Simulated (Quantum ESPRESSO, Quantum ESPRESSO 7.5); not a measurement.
**Tuning the work function of Ir(100)**

Wanted: work-function changes of Ir(100) along a row of adsorbates.

Calculated with Quantum ESPRESSO 7.5; plane-wave DFT, LDA, GBRV ultrasoft pseudopotentials (geometry by pw.x at PBE, GBRV ultrasoft).

**What experiment says.**

For Ir (clean (100) face, which reconstructs), “Anisotropic work function of elemental crystals” (2019, arxiv:1902.07811) quotes earlier work: work function (clean (100) face, which reconstructs) 5.96 eV.

Report form: the programs' logs are mostly left out.

## (1) The starting structure

The cell holds 5 atoms: 5 Ir. Cell: a = 2.715 Å, b = 2.715 Å, c = 23.680 Å, α = 90.0°, β = 90.0°, γ = 90.0°. It derives from Ir. Vacuum lies along c.

This is the clean slab. Each overlayer is one atom a surface cell, set on the hollow site and held there by symmetry.

This run has no spin polarisation although its electron count is odd. A spin-polarised state was not tried and may lie lower.

## (2) Relaxation with pw.x, clean face, with nosym = False

A first try, with the settings that serve most slabs.

Input file clean.relax.try.in:

```
&control
  prefix = 'clean.relax'
  outdir = './out'
  pseudo_dir = './pseudo'
  nstep = 40
  forc_conv_thr = 0.001
  calculation = 'relax'
/
&system
  ibrav = 0
  nat = 5
  ntyp = 1
  ecutwfc = 40
  ecutrho = 200
  occupations = 'smearing'
  smearing = 'mv'
  degauss = 0.02
/
&electrons
  conv_thr = 1e-07
  mixing_beta = 0.4
  electron_maxstep = 120
  mixing_mode = 'local-TF'
/
&ions
/
ATOMIC_SPECIES
  Ir  192.2170  ir_pbe_v1.2.uspp.F.UPF
CELL_PARAMETERS angstrom
  2.71529003975634 0.00000000000000 0.00000000000000
  0.00000000000000 2.71529003975634 0.00000000000000
  0.00000000000000 0.00000000000000 23.68000000000000
ATOMIC_POSITIONS crystal
  Ir  0.000000000000 0.000000000000 0.337837837838 0 0 0
  Ir  0.500000000000 0.500000000000 0.418918918919 0 0 0
  Ir  0.000000000000 0.000000000000 0.500000000000 0 0 0
  Ir  0.500000000000 0.500000000000 0.581081081081
  Ir  0.000000000000 0.000000000000 0.662162162162
K_POINTS automatic
  10 10 1 0 0 0
```

The run is started by

```console
> OMP_NUM_THREADS=1 mpirun -n 4 pw.x -nk 4 -in clean.relax.try.in > clean.relax.try.out
```

It took 42 s on 4 MPI ranks of Intel Xeon at 2.80GHz (Skylake/Cascade Lake), shared host; peak memory 0.65 GiB.

This try failed: “checkallsym (1): some of the original symmetry operations not satisfied”.

The message: “checkallsym (1): some of the original symmetry operations not satisfied”. The slab starts symmetric, and holding atoms on one side alone breaks that symmetry at the first step; without symmetry the check falls away, at the price of more k points.

## (3) Relaxing the ions, clean face

The run is repeated without symmetry.

The upper layers and the overlayer are relaxed in a plain periodic cell; the small field of the images is left in for this step. Atoms flagged 0 0 0 are held.

clean.relax.in is the input of step 2 with these lines changed:

```diff
@@ -17,2 +17,3 @@
   degauss = 0.02
+  nosym = .true.
 /
```

The run is started by

```console
> OMP_NUM_THREADS=1 mpirun -n 4 pw.x -nk 4 -in clean.relax.in > clean.relax.out
```

Wall time 5.6 min (4 MPI ranks); peak memory 0.73 GiB; 23 min of CPU time.

Relaxation path:

| step | energy less that of the first step (eV) | largest force (eV/Å) |
| --- | --- | --- |
| 1 | 0.0000 | 1.1843 |
| 2 | -0.0304 | 0.6699 |
| 3 | -0.0429 | 0.0700 |
| 4 | -0.0430 | 0.0604 |
| 5 | -0.0432 | 0.0630 |
| 6 | -0.0434 | 0.0485 |
| 7 | -0.0435 | 0.0171 |

The atoms that moved most (Å):

| atom | dx | dy | dz | length |
| --- | --- | --- | --- | --- |
| Ir4 | 0.000 | 0.000 | 0.063 | 0.063 |
| Ir5 | 0.000 | 0.000 | -0.017 | 0.017 |

Final coordinates:

```cif
data_structure
_symmetry_space_group_name_H-M 'P 1'
_symmetry_Int_Tables_number 1
_cell_length_a 2.7153
_cell_length_b 2.7153
_cell_length_c 23.6800
_cell_angle_alpha 90.000
_cell_angle_beta 90.000
_cell_angle_gamma 90.000
_cell_volume 174.59
loop_
_atom_site_label
_atom_site_type_symbol
_atom_site_fract_x
_atom_site_fract_y
_atom_site_fract_z
_atom_site_occupancy
Ir1 Ir 0.00000 0.00000 0.33784 1
Ir2 Ir 0.50000 0.50000 0.41892 1
Ir3 Ir 0.00000 0.00000 0.50000 1
Ir4 Ir 0.50000 0.50000 0.58374 1
Ir5 Ir 0.00000 0.00000 0.66143 1
```

The relaxation lowers the energy by 9 meV an atom. On the free atoms the largest force ends at 0.017 eV/Å.

Read from the output:

```
free energy  : -12363.5226 eV
Fermi energy : 6.762 eV
```

## (4) Self-consistent run, clean face

Open boundaries by another road: assume_isolated = 'esm' with bc1, the slab centred on z = 0.

Level of this step: plane-wave DFT, LDA, GBRV ultrasoft pseudopotentials (Quantum ESPRESSO 7.5).

Input file clean.esm.in:

```
&control
  prefix = 'clean.esm'
  outdir = './out'
  pseudo_dir = './pseudo'
  calculation = 'scf'
  tprnfor = .true.
/
&system
  ibrav = 0
  nat = 5
  ntyp = 1
  ecutwfc = 40
  ecutrho = 200
  occupations = 'smearing'
  smearing = 'mv'
  degauss = 0.02
  assume_isolated = 'esm'
  esm_bc = 'bc1'
/
&electrons
  conv_thr = 1e-07
  mixing_beta = 0.4
  electron_maxstep = 120
  mixing_mode = 'local-TF'
/
ATOMIC_SPECIES
  Ir  192.2170  ir_lda_v1.2.uspp.F.UPF
CELL_PARAMETERS angstrom
  2.71529003975634 0.00000000000000 0.00000000000000
  0.00000000000000 2.71529003975634 0.00000000000000
  0.00000000000000 0.00000000000000 23.68000000000000
ATOMIC_POSITIONS crystal
  Ir  0.000000000000 0.000000000000 -0.161798409550
  Ir  0.500000000000 0.500000000000 -0.080717328450
  Ir  0.000000000000 0.000000000000 0.000363752650
  Ir  0.499999983700 0.500000023600 0.084101906050
  Ir  0.000000000900 0.000000042100 0.161798409550
K_POINTS automatic
  10 10 1 0 0 0
```

The run is started by

```console
> OMP_NUM_THREADS=1 mpirun -n 4 pw.x -nk 4 -in clean.esm.in > clean.esm.out
```

Wall time 87 s (4 MPI ranks); peak memory 0.51 GiB; 5.8 min of CPU time.

Read from the output:

- free energy: -12369.9670 eV
- Fermi energy: -5.912 eV
- vacuum line at the lower end of the cell, over the Fermi level: 5.896 eV
- vacuum line at the upper end of the cell, over the Fermi level: 5.928 eV

The potential energy, planar mean oscillates, so the rows of the table below give means over windows of 1.97 Å about each position, cut where the curve ends. Its maxima inside the range that stand out by 2 % of the span (Å: eV): -2.9: -3.57, -1.0: -3.99, 1.0: -3.16, 3.0: -4.87. Its minima: -3.8: -22.1, -1.9: -22.6, 0.0: -22.6, 2.0: -22.7, 3.8: -22.2.

Electrostatic potential energy of an electron; zero at the Fermi level. Table of potential energy, planar mean by z; means over each step:

| z (Å) | potential energy, planar mean (eV) |
| --- | --- |
| -10.86 | 5.90 |
| -8.88 | 5.90 |
| -6.91 | 5.85 |
| -4.94 | -2.01 |
| -2.97 | -13.6 |
| -1.00 | -14.1 |
| 0.97 | -13.3 |
| 2.94 | -14.8 |
| 4.91 | -2.59 |
| 6.88 | 5.88 |
| 8.85 | 5.93 |
| 10.82 | 5.93 |

The vacuum levels are read from the outermost 0.7 Å of the cell on either side.

The run needed 31 iterations to bring the estimated error under 1e-07 Ry; the largest force on any atom, held or free, is 1.49 eV/Å.

Inside the slab this potential holds the local part of the pseudopotentials, which can be repulsive at the nuclei; only its value in the vacuum has a meaning of its own.

## (5) Projections on atomic orbitals, clean face

projwfc.x splits the states by atom and orbital; the spilling says how much the atomic basis misses.

Input file clean.pdos.in:

```
&projwfc
  prefix = 'clean.esm'
  outdir = './out'
  filpdos = 'clean.pdos'
  Emin = -13.912
  Emax = -1.912
  DeltaE = 0.1
  ngauss = 0
  degauss = 0.01
/
```

The run is started by

```console
> OMP_NUM_THREADS=1 mpirun -n 4 projwfc.x -in clean.pdos.in > clean.pdos.out
```

The job ended after 1.8 s (4 MPI ranks; peak memory 0.1 GiB).

This step gave:

- spilling of the projection: 9.00e-4

Projected DOS an atom over height of the atomic layer and energy from the Fermi level. Columns are the atomic layers from the bottom up.

Ten even steps from '0' (0.10 states/eV) to '9' (2.16 states/eV), each cell a mean:
```
66666
65666
64346
74337
84347
94548
74548
52324
94449
64357
56665
67975
33643
46654
34342
35354
26363
37473
25663
14541
02330
00000
```
Columns: height of the atomic layer (Å) from -3.83 to 3.83; rows upwards: energy from the Fermi level (eV) from -8.00 to 1.10.

The atomic orbitals miss 0.1 % of the occupied states; for empty states the projections can miss much more.

## (6) Relaxation with pw.x, C overlayer

Level of this step: plane-wave DFT, PBE, GBRV ultrasoft pseudopotentials (Quantum ESPRESSO 7.5).

System of this step: Ir(100), 5 layers, one monolayer of C on hollow sites. The cell holds 6 atoms: 5 Ir and 1 C. Its edges and angles: a = 2.715 Å, b = 2.715 Å, c = 26.680 Å, α = 90.0°, β = 90.0°, γ = 90.0°. It derives from Ir. Vacuum lies along c.

Input file C.relax.in:

```
&control
  prefix = 'C.relax'
  outdir = './out'
  pseudo_dir = './pseudo'
  nstep = 40
  forc_conv_thr = 0.001
  calculation = 'relax'
/
&system
  ibrav = 0
  nat = 6
  ntyp = 2
  ecutwfc = 40
  ecutrho = 200
  occupations = 'smearing'
  smearing = 'mv'
  degauss = 0.02
/
&electrons
  conv_thr = 1e-07
  mixing_beta = 0.4
  electron_maxstep = 120
  mixing_mode = 'local-TF'
/
&ions
/
ATOMIC_SPECIES
  Ir  192.2170  ir_pbe_v1.2.uspp.F.UPF
  C   12.0110  c_pbe_v1.2.uspp.F.UPF
CELL_PARAMETERS angstrom
  2.71529003975634 0.00000000000000 0.00000000000000
  0.00000000000000 2.71529003975634 0.00000000000000
  0.00000000000000 0.00000000000000 26.68000000000000
ATOMIC_POSITIONS crystal
  Ir  0.000000000000 0.000000000000 0.311094452774 0 0 0
  Ir  0.500000000000 0.500000000000 0.383058470765 0 0 0
  Ir  0.000000000000 0.000000000000 0.455022488756 0 0 0
  Ir  0.500000000000 0.500000000000 0.526986506747
  Ir  0.000000000000 0.000000000000 0.598950524738
  C   0.500000000000 0.500000000000 0.636851102729
K_POINTS automatic
  10 10 1 0 0 0
```

The run is started by

```console
> OMP_NUM_THREADS=1 mpirun -n 4 pw.x -nk 4 -in C.relax.in > C.relax.out
```

Wall time 7.4 min (4 MPI ranks); peak memory 0.71 GiB; 29 min of CPU time.

Step by step:

| step | energy less that of the first step (eV) | largest force (eV/Å) |
| --- | --- | --- |
| 1 | 0.0000 | 2.7928 |
| 2 | -0.1761 | 1.7091 |
| 3 | -0.2648 | 0.7421 |
| 4 | -0.2834 | 0.3267 |
| 5 | -0.2885 | 0.2993 |
| 6 | -0.2948 | 0.3210 |
| 7 | -0.3030 | 0.3380 |
| 8 | -0.3084 | 0.2805 |
| 9 | -0.3119 | 0.2256 |
| 10 | -0.3145 | 0.1776 |
| 11 | -0.3155 | 0.0782 |
| 12 | -0.3158 | 0.0181 |

The atoms that moved most (Å):

| atom | dx | dy | dz | length |
| --- | --- | --- | --- | --- |
| Ir5 | 0.000 | 0.000 | 0.270 | 0.270 |
| C6 | 0.000 | 0.000 | 0.080 | 0.080 |

Final coordinates:

```xyz
6
Lattice="2.7153 0.0000 0.0000 0.0000 2.7153 0.0000 0.0000 0.0000 26.6800" Properties=species:S:1:pos:R:3
Ir    0.0000    0.0000    8.3000
Ir    1.3576    1.3576   10.2200
Ir    0.0000    0.0000   12.1400
Ir    1.3576    1.3576   14.0562
Ir    0.0000    0.0000   16.2497
C     1.3576    1.3576   17.0717
```

The relaxation lowers the energy by 53 meV an atom. On the free atoms the largest force ends at 0.018 eV/Å.

This step gave:

- free energy: -12518.0467 eV
- Fermi energy: 5.899 eV

## (7) SCF with pw.x, C overlayer

Level of this step: plane-wave DFT, LDA, GBRV ultrasoft pseudopotentials (Quantum ESPRESSO 7.5).

Input file C.esm.in:

```
&control
  prefix = 'C.esm'
  outdir = './out'
  pseudo_dir = './pseudo'
  calculation = 'scf'
  tprnfor = .true.
/
&system
  ibrav = 0
  nat = 6
  ntyp = 2
  ecutwfc = 40
  ecutrho = 200
  occupations = 'smearing'
  smearing = 'mv'
  degauss = 0.02
  assume_isolated = 'esm'
  esm_bc = 'bc1'
/
&electrons
  conv_thr = 1e-07
  mixing_beta = 0.4
  electron_maxstep = 120
  mixing_mode = 'local-TF'
/
ATOMIC_SPECIES
  Ir  192.2170  ir_lda_v1.2.uspp.F.UPF
  C   12.0110  c_lda_v1.2.uspp.F.UPF
CELL_PARAMETERS angstrom
  2.71529003975634 0.00000000000000 0.00000000000000
  0.00000000000000 2.71529003975634 0.00000000000000
  0.00000000000000 0.00000000000000 26.68000000000000
ATOMIC_POSITIONS crystal
  Ir  0.000000000000 0.000000000000 -0.164386485750
  Ir  0.500000000000 0.500000000000 -0.092422467750
  Ir  0.000000000000 0.000000000000 -0.020458449750
  Ir  0.500000000000 0.500000000000 0.051364717750
  Ir  0.000000000000 0.000000000000 0.133578258650
  C   0.500000000000 0.500000000000 0.164386485750
K_POINTS automatic
  10 10 1 0 0 0
```

The run is started by

```console
> OMP_NUM_THREADS=1 mpirun -n 4 pw.x -nk 4 -in C.esm.in > C.esm.out
```

The job ended after 2.1 min (4 MPI ranks; peak memory 0.72 GiB; 8.4 min of CPU time).

This step gave:

- free energy: -12525.1238 eV
- Fermi energy: -5.997 eV
- vacuum line at the lower end of the cell, over the Fermi level: 5.899 eV
- vacuum line at the upper end of the cell, over the Fermi level: 6.096 eV

The potential energy, planar mean oscillates, so the rows of the table below give means over windows of 2 Å about each position, cut where the curve ends. Its maxima inside the range that stand out by 2 % of the span (Å: eV): -3.5: -3.52, -1.6: -4.05, 0.4: -3.90, 2.5: -1.35. Its minima: -4.3: -22.0, -2.5: -22.6, -0.6: -22.8, 1.3: -22.4, 3.7: -25.2.

Electrostatic potential energy of an electron; zero at the Fermi level. The potential energy, planar mean by z; means over each step:

z (Å), potential energy, planar mean (eV) and a bar from the least value:
```
   -12.34        5.9 ##############################
   -10.34        5.9 ##############################
    -8.34        5.9 ##############################
    -6.34        4.9 ############################
    -4.34      -12.3 ######
    -2.34      -13.4 #####
    -0.34      -13.6 #####
     1.66      -12.4 ######
     3.66      -17.2 
     5.66        3.9 ###########################
     7.66        6.1 ##############################
     9.66        6.1 ##############################
    11.66        6.1 ##############################
```

The covered face stands at 6.10 eV against 5.93 eV when clean.

Inside the slab this potential holds the local part of the pseudopotentials, which can be repulsive at the nuclei; only its value in the vacuum has a meaning of its own.

## (8) Projected density of states, C overlayer

Input file C.pdos.in:

```
&projwfc
  prefix = 'C.esm'
  outdir = './out'
  filpdos = 'C.pdos'
  Emin = -13.997
  Emax = -1.997
  DeltaE = 0.1
  ngauss = 0
  degauss = 0.01
/
```

The run is started by

```console
> OMP_NUM_THREADS=1 mpirun -n 4 projwfc.x -in C.pdos.in > C.pdos.out
```

The job ended after 2 s (4 MPI ranks; peak memory 0.25 GiB).

Read from the output:

- spilling of the projection: 0.0012

Projected DOS an atom over height of the atomic layer and energy from the Fermi level. Columns are the atomic layers from the bottom up.

Ten even steps from '_' (0.12 states/eV) to '@' (2.19 states/eV), each cell a mean:
```
**##**++::::
++++**++--::
**----++--::
%%==--++::::
##==--++::..
@@==----..__
**----++--__
##++==**--..
@@::--====__
==----++--__
**%%@@**==__
++++**====__
==++******..
--==++**++__
==++--++++__
::==--==::__
--**==++++..
::++==----..
::**##--==..
__--==::##::
__::==::++::
________..__
```
Columns: height of the atomic layer (Å) from -4.39 to 4.39 (not evenly spaced); rows upwards: energy from the Fermi level (eV) from -8.00 to 1.10.

The atomic orbitals miss 0.1 % of the occupied states; for empty states the projections can miss much more.

## (9) Relaxation with pw.x, O overlayer

Level of this step: plane-wave DFT, PBE, GBRV ultrasoft pseudopotentials (Quantum ESPRESSO 7.5).

System of this step: Ir(100), 5 layers, one monolayer of O on hollow sites. The cell holds 6 atoms: 5 Ir and 1 O. Its edges and angles: a = 2.715 Å, b = 2.715 Å, c = 26.680 Å, α = 90.0°, β = 90.0°, γ = 90.0°. It derives from Ir. Vacuum lies along c.

Input file O.relax.in:

```
&control
  prefix = 'O.relax'
  outdir = './out'
  pseudo_dir = './pseudo'
  nstep = 40
  forc_conv_thr = 0.001
  calculation = 'relax'
/
&system
  ibrav = 0
  nat = 6
  ntyp = 2
  ecutwfc = 40
  ecutrho = 200
  occupations = 'smearing'
  smearing = 'mv'
  degauss = 0.02
/
&electrons
  conv_thr = 1e-07
  mixing_beta = 0.4
  electron_maxstep = 120
  mixing_mode = 'local-TF'
/
&ions
/
ATOMIC_SPECIES
  Ir  192.2170  ir_pbe_v1.2.uspp.F.UPF
  O   15.9990  o_pbe_v1.2.uspp.F.UPF
CELL_PARAMETERS angstrom
  2.71529003975634 0.00000000000000 0.00000000000000
  0.00000000000000 2.71529003975634 0.00000000000000
  0.00000000000000 0.00000000000000 26.68000000000000
ATOMIC_POSITIONS crystal
  Ir  0.000000000000 0.000000000000 0.311094452774 0 0 0
  Ir  0.500000000000 0.500000000000 0.383058470765 0 0 0
  Ir  0.000000000000 0.000000000000 0.455022488756 0 0 0
  Ir  0.500000000000 0.500000000000 0.526986506747
  Ir  0.000000000000 0.000000000000 0.598950524738
  O   0.500000000000 0.500000000000 0.627947069621
K_POINTS automatic
  10 10 1 0 0 0
```

The run is started by

```console
> OMP_NUM_THREADS=1 mpirun -n 4 pw.x -nk 4 -in O.relax.in > O.relax.out
```

It took 7.7 min on 4 MPI ranks; peak memory 0.79 GiB; 31 min of CPU time.

Step by step:

| step | energy less that of the first step (eV) | largest force (eV/Å) |
| --- | --- | --- |
| 1 | 0.0000 | 4.0597 |
| 2 | -0.4400 | 3.2341 |
| 3 | -0.7409 | 1.6783 |
| 4 | -0.8160 | 0.9844 |
| 5 | -0.8359 | 0.8018 |
| 6 | -0.8548 | 0.6628 |
| 7 | -0.8796 | 0.4964 |
| 8 | -0.9088 | 0.3996 |
| 9 | -0.9347 | 0.3043 |
| 10 | -0.9405 | 0.1842 |
| 11 | -0.9412 | 0.1078 |
| 12 | -0.9415 | 0.0257 |

The atoms that moved most (Å):

| atom | dx | dy | dz | length |
| --- | --- | --- | --- | --- |
| O6 | 0.000 | 0.000 | 0.462 | 0.462 |
| Ir4 | 0.000 | 0.000 | 0.079 | 0.079 |
| Ir5 | 0.000 | 0.000 | 0.056 | 0.056 |

The relaxed structure:

```cif
data_structure
_symmetry_space_group_name_H-M 'P 1'
_symmetry_Int_Tables_number 1
_cell_length_a 2.7153
_cell_length_b 2.7153
_cell_length_c 26.6800
_cell_angle_alpha 90.000
_cell_angle_beta 90.000
_cell_angle_gamma 90.000
_cell_volume 196.71
loop_
_atom_site_label
_atom_site_type_symbol
_atom_site_fract_x
_atom_site_fract_y
_atom_site_fract_z
_atom_site_occupancy
Ir1 Ir 0.00000 0.00000 0.31109 1
Ir2 Ir 0.50000 0.50000 0.38306 1
Ir3 Ir 0.00000 0.00000 0.45502 1
Ir4 Ir 0.50000 0.50000 0.52995 1
Ir5 Ir 0.00000 0.00000 0.60104 1
O6 O 0.50000 0.50000 0.64526 1
```

The relaxation lowers the energy by 157 meV an atom. On the free atoms the largest force ends at 0.026 eV/Å.

This step gave:

* free energy: -12801.5782 eV
* Fermi energy: 5.489 eV

## (10) Self-consistent run, O overlayer

Level of this step: plane-wave DFT, LDA, GBRV ultrasoft pseudopotentials (Quantum ESPRESSO 7.5).

Input file O.esm.in:

```
&control
  prefix = 'O.esm'
  outdir = './out'
  pseudo_dir = './pseudo'
  calculation = 'scf'
  tprnfor = .true.
/
&system
  ibrav = 0
  nat = 6
  ntyp = 2
  ecutwfc = 40
  ecutrho = 200
  occupations = 'smearing'
  smearing = 'mv'
  degauss = 0.02
  assume_isolated = 'esm'
  esm_bc = 'bc1'
/
&electrons
  conv_thr = 1e-07
  mixing_beta = 0.4
  electron_maxstep = 120
  mixing_mode = 'local-TF'
/
ATOMIC_SPECIES
  Ir  192.2170  ir_lda_v1.2.uspp.F.UPF
  O   15.9990  o_lda_v1.2.uspp.F.UPF
CELL_PARAMETERS angstrom
  2.71529003975634 0.00000000000000 0.00000000000000
  0.00000000000000 2.71529003975634 0.00000000000000
  0.00000000000000 0.00000000000000 26.68000000000000
ATOMIC_POSITIONS crystal
  Ir  0.000000000000 0.000000000000 -0.167084594450
  Ir  0.500000000000 0.500000000000 -0.095120576450
  Ir  0.000000000000 0.000000000000 -0.023156558450
  Ir  0.500000000000 0.500000000000 0.051766426750
  Ir  0.000000000000 0.000000000000 0.122860328350
  O   0.500000000000 0.500000000000 0.167084594450
K_POINTS automatic
  10 10 1 0 0 0
```

The run is started by

```console
> OMP_NUM_THREADS=1 mpirun -n 4 pw.x -nk 4 -in O.esm.in > O.esm.out
```

The job ended after 2.1 min (4 MPI ranks; peak memory 0.77 GiB).

Read from the output:

* free energy: -12808.0244 eV
* Fermi energy: -6.592 eV
* vacuum line at the lower end of the cell, over the Fermi level: 5.928 eV
* vacuum line at the upper end of the cell, over the Fermi level: 7.255 eV

The potential energy, planar mean oscillates, so the rows of the table below give means over windows of 2 Å about each position, cut where the curve ends. Its maxima inside the range that stand out by 2 % of the span (Å: eV): -3.6: -3.64, -1.6: -3.86, 0.3: -3.05, 2.3: -4.27. Its minima: -4.5: -22.0, -2.6: -22.6, -0.7: -22.5, 1.3: -22.7, 3.3: -23.3.

Electrostatic potential energy of an electron; zero at the Fermi level. Potential energy, planar mean against z; means over each step:

| z (Å) | potential energy, planar mean (eV) |
| --- | --- |
| -12.34 | 5.93 |
| -10.34 | 5.93 |
| -8.34 | 5.92 |
| -6.34 | 4.73 |
| -4.34 | -12.5 |
| -2.34 | -13.4 |
| -0.34 | -13.1 |
| 1.66 | -13.7 |
| 3.66 | -14.9 |
| 5.66 | 5.43 |
| 7.66 | 7.25 |
| 9.66 | 7.26 |
| 11.66 | 7.26 |

The covered face stands at 7.26 eV against 5.93 eV when clean.

Inside the slab this potential holds the local part of the pseudopotentials, which can be repulsive at the nuclei; only its value in the vacuum has a meaning of its own.

[end of part 1 of 2]

[Logs are printed without paths, hosts, clocks, repeated set-up lines and the standing remarks that a program may print on its own settings, such as how far it seeks lower states.]

[Hosts, paths, dates, database ids (printed as entryN), source tags and the programs' standing remarks are cut or masked in the printed files.]

[Maps of the electrostatic potential energy from Ansatz leave out the sawtooth potential of an applied field or a dipole correction, so their vacuum need not be flat; planar profiles and work functions include it.]
